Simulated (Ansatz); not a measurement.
# Screening in Sn2S3 (Ottemannite)

How strongly does Sn2S3 (Ottemannite) screen? Routes: perturbation theory, a sum over states and the RPA step of G0W0.

Method: linear response on r2SCAN, plane waves, PAW, in Ansatz 0.2.0.

## 1. Set-up

It takes space group Pnma (No. 62, orthorhombic). Conventional cell: a = 8.878 Å, b = 3.751 Å, c = 14.020 Å, α = 90.00°, β = 90.00°, γ = 90.00°. Nearest to Sn lie 6 S at 2.50 to 2.60 Å. Sn has 4 S at 2.65 to 3.14 Å nearest. Nearest to S lie 4 Sn at 2.57 to 3.14 Å. Nearest to S lie 3 Sn at 2.56 to 2.77 Å. Nearest to S lie 3 Sn at 2.50 to 2.65 Å. Farther neighbours and most contacts between anions are not listed.

The cell and positions come from the Crystallography Open Database and are kept as given unless a step says otherwise. The default PAW set here is soft_2. Its files were made with PBE.

## 2. Response to a homogeneous field

The response to a uniform field gives ε∞, a yardstick for the screening that GW builds on its mesh.

This step: dielectric response by perturbation theory, r2SCAN, plane waves, PAW.

File input.yaml:

```yaml
crystal:
  lattice:
    - [8.878, 0.0, 0.0]
    - [0.0, 3.751, 0.0]
    - [0.0, 0.0, 14.02]
  atoms:
    - { symbol: Sn, position: [0.16494, 0.25, 0.05195] }
    - { symbol: Sn, position: [0.33506, 0.75, 0.55195] }
    - { symbol: Sn, position: [0.66494, 0.25, 0.44805] }
    - { symbol: Sn, position: [0.83506, 0.75, 0.94805] }
    - { symbol: Sn, position: [0.48509, 0.75, 0.16936] }
    - { symbol: Sn, position: [0.01491, 0.25, 0.66936] }
    - { symbol: Sn, position: [0.98509, 0.75, 0.33064] }
    - { symbol: Sn, position: [0.51491, 0.25, 0.83064] }
    - { symbol: S, position: [0.98047, 0.75, 0.1064] }
    - { symbol: S, position: [0.51953, 0.25, 0.6064] }
    - { symbol: S, position: [0.48047, 0.75, 0.3936] }
    - { symbol: S, position: [0.01953, 0.25, 0.8936] }
    - { symbol: S, position: [0.33879, 0.75, 0.99524] }
    - { symbol: S, position: [0.16121, 0.25, 0.49524] }
    - { symbol: S, position: [0.83879, 0.75, 0.50476] }
    - { symbol: S, position: [0.66121, 0.25, 0.00476] }
    - { symbol: S, position: [0.28631, 0.25, 0.21246] }
    - { symbol: S, position: [0.21369, 0.75, 0.71246] }
    - { symbol: S, position: [0.78631, 0.25, 0.28754] }
    - { symbol: S, position: [0.71369, 0.75, 0.78754] }
kpoints:
  mp_grid: { grid: [2, 6, 2] }
hamiltonian:
  xc: r2scan
scf:
  occupations: { method: fixed }
dielectric: {}
```

Command:

```sh
$ ansatz run input.yaml --threads 24 --pin off --max-ram 82944MiB --backend cuda --events-out ev --progress --plain --runs-dir out --devices 1 --max-vram 78GiB
```

Numbers of over 12 decimals in the logs are rounded to 6 here.

What it wrote:

```text
GPUs: using 1 of 1 available (devices: 1).
Engine: ansatz 0.2.0, aarch64-unknown-linux-gnu
Pseudopotentials: kind: paw
Pseudopotential: Sn, paw, valence charge 14, recommended cutoff 500 eV (meta_gga), Sn.paw.azcp
Pseudopotential: S, paw, valence charge 6, recommended cutoff 500 eV (meta_gga), S.paw.azcp
Functional definition: r2SCAN
  parameter k0 = 0.174
  parameter k1 = 0.065
  parameter a1 = 4.9479
  exchange = r2scan_x(k0 = k0, k1 = k1, a1 = a1)
  correlation = r2scan_c
[...]
Crystal: 20 atoms, lattice volume = 466.885 Å³
Basis set: ecut = 500 eV, 11863 PW (Γ), exchange–correlation on 288×120×432 points (64 copies of the dense FFT grid, shifted against one another)
Bands: 112, of which v1, the nominal top of the filled ones, is band 92 counted from 1 (91 counted from 0)
Symmetry: 8 space group operations
k-points: 16 of 24 (irreducible under 1 space group operation, time reversal used)
Non-local potential: Sn, projectors of the file, l = 0: 2, l = 1: 2, l = 2: 2, l = 3: 2
Non-local potential: S, projectors of the file, l = 0: 2, l = 1: 2, l = 2: 2
PAW form: soft (Blöchl's): semilocal exchange-correlation on the pseudo side does not see the compensation charge
PAW frozen core: Sn, regenerated for the run's functional (the file was generated under x = pbe(κ = 0.804, μ = 0.219515), c = pbe(β = 0.066725))
PAW frozen core: S, regenerated for the run's functional (the file was generated under x = pbe(κ = 0.804, μ = 0.219515), c = pbe(β = 0.066725))
PAW one-centre angular grid: Sn, 590 points (default); XC on 249 of its mesh's 2787 points in the sphere
PAW one-centre angular grid: S, 302 points (default); XC on 160 Gauss nodes
Initial density: superposition of atomic densities (neutral atoms: chi_scale 0, normalization atom), corrected by the library's trained network
Initial wavefunctions: pseudopotential atomic-orbital guess
[...]
Functional: x = r2scan, c = r2scan; τ floored in thin density (d = 2e-4 eV/Å³)
SCF iter   1: F=—  HF=-59188.439742 eV  |F-HF|=—  |Δ(HF+E_count)|=         —  Δρ=6.36e-3  dr2=1.93e-1  dr2_τ=8.36e-2  ethr=1.77e-3  ⟨swp⟩=4.8  Hψ=5983  notcnv=0  defer=274
preconditioner: auto → Resta (q_TF=auto, 2.336 Å⁻¹)  ε∞=3.0  [insulator: Δε(μ)=0.954 eV  Ē_g=16.559 eV  n_scr=110 (ndim 8)  ℏωp=23.3 eV  f_vac=0.007  ε∞_Penn≈3.0]
SCF iter   2: F=—  HF=-59188.598474 eV  |F-HF|=—  |Δ(HF+E_count)|=   1.59e-1  Δρ=3.44e-3  dr2=4.63e-2  dr2_τ=7.55e-4  ethr=1.05e-4  ⟨swp⟩=3.0  Hψ=3462  notcnv=0  defer=284
[...]
SCF iter  11: F=-59188.597581 eV  HF=-59188.597581 eV  |F-HF|=4.37e-11  |Δ(HF+E_count)|=  2.04e-10  Δρ=3.32e-8  dr2=6.41e-12  dr2_τ=6.09e-13  ethr=1.00e-12  ⟨swp⟩=12.8  Hψ=8461  notcnv=0
SCF 1 converged in 11 iterations: F = -59188.597581 eV  dr2 = 6.41e-12
  greatest PAW one-centre occupation: 0.993 electrons in one spin orbital (limit 2), on the Sn atom at site 3 (counted from 0), in its partial waves of l = 2
the response reads at least the filled bands of the reference SCF and the lowest empty band at each k-point, and that SCF's band table does not vouch for those bands. The notice of the band table in this run's record says why
[...]
DFPT response loops at Γ: preconditioner auto → Resta (q_TF=auto, 2.336 Å⁻¹)  ε∞=8.3 (no band partly filled); β = 1.00, the filter's whole step (`scf.mixing.beta` (0.50) is not read by the response loops at its default; to damp them type it under 1.00, their step now; it binds the ground state too); Broyden in place of MSR1
── the response to a field inside a basis, on 6×12×4 k-points: an SCF that follows is theirs, and a resumed run solves both again ──
[...]
Bands: 93, of which v1, the nominal top of the filled ones, is band 92 counted from 1 (91 counted from 0)
k-points: 36 of 288
[...]
Eigensolver: Dense (36 Hₖ)
SCF iter   1: F=—  HF=-59188.099030 eV  |F-HF|=—  |Δ(HF+E_count)|=         —  Δρ=6.79e-4  dr2=6.99e-4  dr2_τ=1.87e-4  ethr=1.00e-1
preconditioner: auto → Resta (q_TF=auto, 2.336 Å⁻¹)  ε∞=3.7  [insulator: Δε(μ)=0.898 eV  Ē_g=14.218 eV  n_scr=110 (ndim 8)  ℏωp=23.3 eV  f_vac=0.006  ε∞_Penn≈3.7]
SCF iter   2: F=—  HF=-59188.099338 eV  |F-HF|=—  |Δ(HF+E_count)|=   3.08e-4  Δρ=3.45e-4  dr2=1.64e-4  dr2_τ=2.68e-5  ethr=3.80e-7
[...]
SCF 1 converged in 6 iterations: F = -59188.099489 eV  dr2 = 3.37e-9
[...]
SCF converged after 11 iterations
[...]
k-point 15: bands = ["-15.1904", "-15.1904", "-15.1904", "-15.1904", "-15.1265", "-15.1265", "-15.1265", "-15.1265", "-15.0630", "-15.0630", "-15.0630", "-15.0630", "-15.0372", "-15.0372", "-15.0372", "-15.0372", "-15.0338", "-15.0338", "-15.0338", "-15.0338", "-14.2243", "-14.2243", "-14.2243", "-14.2243", "-14.1994", "-14.1994", "-14.1994", "-14.1994", "-14.1829", "-14.1829", "-14.1829", "-14.1829", "-14.1548", " [...]
--- Dielectric response (ions clamped): 3 representative field directions + reference, inside a basis on a mesh of 288 k-points (Σ response iterations 18) ---
  ε∞ (high-frequency dielectric tensor):
        8.790844     0.000000     0.000000
        0.000000     9.111511     0.000000
        0.000000     0.000000     8.798545
  Born effective charges Z* (e; rows j = field, columns β = displacement):
    site 0:
         4.64248   -0.00000    0.80164
         0.00000    5.16508   -0.00000
         0.87385   -0.00000    2.84580
    site 1:
         4.64248   -0.00000   -0.80164
         0.00000    5.16508   -0.00000
        -0.87385   -0.00000    2.84580
    site 2:
         4.64248   -0.00000   -0.80164
         0.00000    5.16508    0.00000
        -0.87385    0.00000    2.84580
    site 3:
         4.64248   -0.00000    0.80164
         0.00000    5.16508   -0.00000
         0.87385    0.00000    2.84580
    site 4:
         2.72745   -0.00000    0.19465
        -0.00000    3.27951    0.00000
         0.57881   -0.00000    3.45463
    site 5:
         2.72745   -0.00000   -0.19465
        -0.00000    3.27951   -0.00000
        -0.57881   -0.00000    3.45463
    site 6:
         2.72745   -0.00000   -0.19465
        -0.00000    3.27951   -0.00000
        -0.57881   -0.00000    3.45463
    site 7:
         2.72745   -0.00000    0.19465
        -0.00000    3.27951   -0.00000
         0.57881   -0.00000    3.45463
    site 8:
        -2.27679   -0.00000   -0.31960
         0.00000   -2.46525   -0.00000
        -0.53518   -0.00000   -2.42856
    site 9:
        -2.27679   -0.00000    0.31960
        -0.00000   -2.46525    0.00000
         0.53518   -0.00000   -2.42856
    site 10:
        -2.27679   -0.00000    0.31960
         0.00000   -2.46525   -0.00000
         0.53518   -0.00000   -2.42856
    site 11:
        -2.27679   -0.00000   -0.31960
        -0.00000   -2.46525    0.00000
        -0.53518    0.00000   -2.42856
    site 12:
        -2.46771    0.00000   -0.02637
[...]
site 13:
[...]
site 14:
[...]
site 15:
[...]
site 16:
        -2.62542   -0.00000    0.10360
         0.00000   -3.07161   -0.00000
        -0.00718   -0.00000   -1.46809
    site 17:
        -2.62542    0.00000   -0.10360
         0.00000   -3.07161   -0.00000
         0.00718   -0.00000   -1.46809
    site 18:
        -2.62542   -0.00000   -0.10360
         0.00000   -3.07161    0.00000
         0.00718    0.00000   -1.46809
    site 19:
        -2.62542    0.00000    0.10360
         0.00000   -3.07161   -0.00000
        -0.00718    0.00000   -1.46809
  Z* charge neutrality: 6.601e-2 e pre-enforcement
  solved inside a basis spanned on kpoints, on 6×12×4 k-points, taken by the longest dipole's decay: ε∞ is read to err by 7.9e-2, Z* by 1.0e-1 e (field_mesh: kpoints solves on kpoints); Z* is corrected for what the basis lacks
```

The job ended after 29 s (1 × NVIDIA GB200 (shared by 2 runs) with 24 threads of Arm Neoverse V2, shared host; peak memory 11 GiB; 5.9 min of CPU time).

Numbers from this step:

- stated error of ε∞: 0.079

One over ε∞ averages 0.11, well under the quarter of exact exchange in PBE0, which by this rule of thumb may open the gap too far.

High-frequency dielectric tensor:

```
8.79 0.00 0.00
0.00 9.11 0.00
0.00 0.00 8.80
```

Born effective charge (e), principal values of the symmetric part by kind of site:

```csv
atom,atoms with these values,low,middle,high,mean
Sn1,4,2.52,4.97,5.17,4.22
Sn5,4,2.56,3.28,3.62,3.15
S9,4,-2.79,-2.47,-1.92,-2.39
S13,4,-2.91,-2.72,-2.15,-2.59
S17,4,-3.07,-2.63,-1.47,-2.39
```

In full for Sn1:

```
4.64 0.00 0.80
0.00 5.17 0.00
0.87 0.00 2.85
```

## 3. Independent-particle spectrum

The independent-particle spectrum shows where the oscillator strength lies, before excitons and local fields.

This step: independent-particle optics on r2SCAN, plane waves, PAW.

Edit input.yaml of step 2 so:

```diff
@@ -27,3 +27,3 @@
 kpoints:
-  mp_grid: { grid: [2, 6, 2] }
+  mp_grid: { grid: [4, 6, 2] }
 hamiltonian:
@@ -32,2 +32,4 @@
   occupations: { method: fixed }
-dielectric: {}
+  n_extra_bands: 320
+output:
+  optics: { e_range: [0, 25], de: 0.1, sigma: 0.2 }
```

What it wrote:

```text
[...]
GPUs: using 1 of 1 available (devices: 1).
[...]
Crystal: 20 atoms, lattice volume = 466.885 Å³
Basis set: ecut = 500 eV, 11863 PW (Γ), exchange–correlation on 288×120×432 points (64 copies of the dense FFT grid, shifted against one another)
Bands: 412, of which v1, the nominal top of the filled ones, is band 92 counted from 1 (91 counted from 0)
Symmetry: 8 space group operations
[...]
k-points: 24 of 48
[...]
SCF iter   1: F=—  HF=-59188.430843 eV  |F-HF|=—  |Δ(HF+E_count)|=         —  Δρ=6.32e-3  dr2=1.93e-1  dr2_τ=8.38e-2  ethr=1.77e-3  ⟨swp⟩=5.0  Hψ=34434  notcnv=0  defer=7612
[...]
SCF iter   6: F=—  HF=-59188.591609 eV  |F-HF|=—  |Δ(HF+E_count)|=   1.33e-3  Δρ=5.64e-5  dr2=2.18e-5  dr2_τ=1.21e-6  ethr=8.90e-8  ⟨swp⟩=2.0  Hψ=3283  notcnv=0  defer=7578
[...]
SCF iter  10: F=—  HF=-59188.592386 eV  |F-HF|=—  |Δ(HF+E_count)|=   8.47e-9  Δρ=3.47e-7  dr2=5.11e-10  dr2_τ=4.24e-11  ethr=3.02e-12  ⟨swp⟩=2.0  Hψ=3692  notcnv=0  defer=7578
[...]
SCF iter  12: F=-59188.592386 eV  HF=-59188.592386 eV  |F-HF|=2.18e-11  |Δ(HF+E_count)|=  2.18e-11  Δρ=3.18e-8  dr2=4.82e-12  dr2_τ=1.60e-13  ethr=1.00e-12  ⟨swp⟩=19.2  Hψ=106214  notcnv=0
SCF 1 converged in 12 iterations: F = -59188.592386 eV  dr2 = 4.82e-12
[...]
Optics k sum: 0 of 24 k-points
Optics k sum: 2 of 24 k-points
Optics k sum: 3 of 24 k-points
Optics k sum: 4 of 24 k-points
[...]
SCF converged after 12 iterations
[...]
```

The job ended after 35 s (1 × NVIDIA GB200 (shared by 2 runs) with 24 threads; peak memory 11 GiB).

Numbers from this step:

```yaml
eps_infinity_without_local_fields_xx_yy_zz: 9.429, 9.353, 9.750
electrons_in_the_f_sum_xx_yy_zz: 163.6, 163.6, 163.1
bands_in_the_explicit_sum_the_static_value_is_completed_to_all_bands: 412
```

The sum gives ε∞ = 9.43, 9.35 and 9.75 without local fields.

Independent particles, no local fields, Gaussian width 0.2 eV. Table of ε₂ by photon energy; read off at these points:

```csv
photon energy (eV),xx,yy,zz
0.0,0,0,0
1.0,0.581,0.134,0.276
2.0,1.28,1.65,3.36
3.0,7.00,5.19,6.30
4.0,9.85,9.04,10.2
4.4,12.6,15.1,15.9
4.6,12.2,16.6,14.9
5.0,13.0,13.4,13.2
6.0,8.42,11.5,7.13
7.0,7.66,6.97,7.53
8.0,4.36,3.78,4.82
9.0,3.61,2.99,3.36
10.0,2.95,3.10,3.66
11.0,2.47,2.16,2.49
12.0,1.48,1.45,1.36
13.0,1.05,1.04,1.03
14.0,0.804,0.775,0.741
15.0,0.623,0.599,0.601
16.0,0.437,0.428,0.466
17.0,0.321,0.354,0.372
18.0,0.271,0.263,0.312
19.0,0.230,0.222,0.223
20.0,0.181,0.177,0.175
21.0,0.138,0.137,0.143
22.0,0.0992,0.0995,0.104
23.0,0.100,0.0936,0.103
24.0,0.0965,0.123,0.103
25.0,0.196,0.210,0.206
```

Independent particles, no local fields, Gaussian width 0.2 eV. Table of loss function by photon energy; read off at these points:

```csv
photon energy (eV),xx,yy,zz
0.50,8.4e-6,0,5.5e-6
1.00,0.00551,0.00134,0.00247
1.50,0.00602,0.00377,0.00390
2.00,0.00887,0.0111,0.0182
2.50,0.0182,0.0158,0.0306
3.00,0.0323,0.0222,0.0433
3.50,0.0478,0.0407,0.0365
4.00,0.0550,0.0440,0.0442
4.50,0.0643,0.0470,0.0575
5.00,0.0710,0.0724,0.0758
5.50,0.0937,0.0741,0.115
6.00,0.119,0.0847,0.139
6.50,0.114,0.101,0.122
7.00,0.119,0.118,0.126
7.50,0.145,0.132,0.156
8.00,0.182,0.162,0.170
8.50,0.206,0.236,0.222
9.00,0.235,0.283,0.251
9.50,0.236,0.267,0.264
10.00,0.261,0.257,0.242
10.50,0.266,0.263,0.227
11.00,0.261,0.273,0.234
11.50,0.286,0.313,0.257
12.00,0.328,0.341,0.318
12.50,0.379,0.416,0.389
13.00,0.449,0.460,0.472
13.50,0.533,0.544,0.538
14.00,0.655,0.673,0.678
14.50,0.749,0.794,0.820
15.00,0.859,0.903,0.968
15.50,1.06,1.14,1.23
16.00,1.37,1.46,1.54
16.50,1.86,2.04,1.90
17.00,2.58,2.45,2.35
17.50,3.33,3.04,3.06
18.00,3.68,3.81,3.21
18.20,3.78,3.99,3.43
18.30,3.72,4.02,3.53
18.50,3.54,3.90,3.62
18.70,3.45,3.60,3.71
19.00,3.38,3.11,3.46
19.50,2.76,2.67,2.75
20.00,1.92,1.87,1.96
20.50,1.51,1.47,1.46
21.00,1.08,1.01,1.09
21.50,0.711,0.747,0.745
22.00,0.491,0.502,0.515
22.50,0.382,0.356,0.366
23.00,0.335,0.303,0.335
23.50,0.279,0.256,0.283
24.00,0.231,0.276,0.240
24.50,0.275,0.335,0.278
25.00,0.374,0.417,0.374
```

## 4. RPA screening from the G0W0 run

Now the one-shot GW correction: screening in the RPA, then the self-energy of the levels asked for.

This step: G0W0 on r2SCAN, plane waves, PAW.

Edit input.yaml of step 3 so:

```diff
@@ -27,3 +27,3 @@
 kpoints:
-  mp_grid: { grid: [4, 6, 2] }
+  mp_grid: { grid: [2, 4, 2] }
 hamiltonian:
@@ -32,4 +32,7 @@
   occupations: { method: fixed }
-  n_extra_bands: 320
-output:
-  optics: { e_range: [0, 25], de: 0.1, sigma: 0.2 }
+gw:
+  n_empty_bands: 905
+  ecut_chi: 90.0
+  qp_bands: [v4, c4]
+  qp_kpoints: band_edges
+  screening: { model: contour_deformation }
```

What it wrote:

```text
GPUs: using 1 of 1 available (devices: 1).
[...]
Crystal: 20 atoms, lattice volume = 466.885 Å³
Basis set: ecut = 500 eV, 11863 PW (Γ), exchange–correlation on 288×120×432 points (64 copies of the dense FFT grid, shifted against one another)
Bands: 112, of which v1, the nominal top of the filled ones, is band 92 counted from 1 (91 counted from 0)
Symmetry: 8 space group operations
[...]
k-points: 12 of 16
[...]
4    94      8.8003   -10.9679    -3.3452   -14.6798  0.7733     9.1699     9.1668  root
     4    95      9.0055   -10.7786    -3.3892   -14.5373  0.7689     9.3766     9.3749  root
[...]
11    93      8.8984   -10.9025    -3.3400   -14.6132  0.7739     9.2718     9.2692  root
    11    94      8.8984   -10.9025    -3.3400   -14.6132  0.7739     9.2718     9.2692  root
    11    95      8.8984   -10.9025    -3.3400   -14.6132  0.7739     9.2718     9.2692  root
    11    96      8.8984   -10.9025    -3.3400   -14.6132  0.7739     9.2718     9.2692  root
[key lines of the parts left out:]
SCF converged after 8 iterations
```

The job ended after 37 s (1 × NVIDIA GB200 (shared by 2 runs) with 24 threads; peak memory 8.4 GiB).

This step gave:

| Item | Value |
| --- | --- |
| bands summed | 997 |
| RPA ε∞ on this mesh (eigenvalues) | 8.216, 8.223, 8.425 |
| plane waves in the screening matrix | 885 |
| G0W0 gap on the mesh | 1.422 eV |
| k of the valence top | 0, 0, 0 |
| k of the conduction bottom | 0, -0.5, -0.5 |
| starting gap on the mesh | 0.8819 eV |
| least direct G0W0 gap on the computed points | 1.438 eV |

The gap on the mesh goes from 0.88 eV to 1.42 eV, a correction of +0.54 eV. Between the two edge states, bare exchange in place of the xc potential would open the gap by 4.92 eV, and correlation takes back 4.38 eV.

Mean over the mesh in bins of 0.25 1/Å. Static inverse dielectric function, diagonal against length of q+G:

```csv
length of q+G (Å⁻¹),"static inverse dielectric function, diagonal"
0.29,0.146
0.53,0.199
0.80,0.270
1.01,0.336
1.25,0.406
1.50,0.484
1.77,0.558
2.01,0.617
2.25,0.671
2.51,0.725
2.76,0.766
3.01,0.801
3.25,0.832
3.50,0.859
3.75,0.886
4.01,0.908
4.25,0.928
4.50,0.943
4.74,0.956
```

## 5. The values together

Times are wall times on 1 × NVIDIA GB200 (shared by 2 runs) with 24 threads of Arm Neoverse V2, shared host, good to a factor of about two.

```csv
method,mesh,"ε∞, low",middle,high,mean,time
perturbation theory (local fields and xc kernel),2×6×2 (response on 288 points),8.79,8.80,9.11,8.90,29 s
sum over states (no local fields),4×6×2,9.35,9.43,9.75,9.51,35 s
"RPA with local fields, on the GW mesh",2×4×2,8.22,8.22,8.42,8.29,37 s
```

## 6. Outcome

```
perturbation theory (local fields and xc kernel) : 8.79, 8.80, 9.11
sum over states (no local fields)                : 9.35, 9.43, 9.75
RPA with local fields, on the GW mesh            : 8.22, 8.22, 8.42
```

**Reading.** Mean Born effective charge: Sn1 4.22, Sn5 3.15, S9 -2.39, S13 -2.59, S17 -2.39 e. The ε₂ (xx) has its highest peak at 5 eV. The loss function (xx) has its highest peak at 18.2 eV. The sum without local fields gives 9.51 in the mean against 8.90 by perturbation theory; local fields lower ε∞ and the xc kernel gives part of it back, though the sum also carries the error of its own mesh. The RPA values on the 2×4×2 mesh average 0.93 times those of perturbation theory (means 8.29 and 8.90). Without the xc kernel RPA should lie a little lower, as the mean does. r2SCAN usually puts the gap too low, which tends to raise ε∞. Ions are clamped, so the lattice part of the static constant is not in these numbers.

[Paths, hosts, dates, memory and timing lines, banners, echoed tables and standing remarks are left out of the program output.]

[Logs are printed without paths, hosts, clocks, repeated set-up lines and the standing remarks that a program may print on its own settings, such as how far it seeks lower states.]

[Runs of the session that timed out or met a known fault of the program may be left out.]

[Cells called generated may have been cut or substituted from an entry of the Crystallography Open Database or the Materials Project.]

[Hosts, paths, dates, database ids (printed as entryN), source tags and the programs' standing remarks are cut or masked in the printed files.]
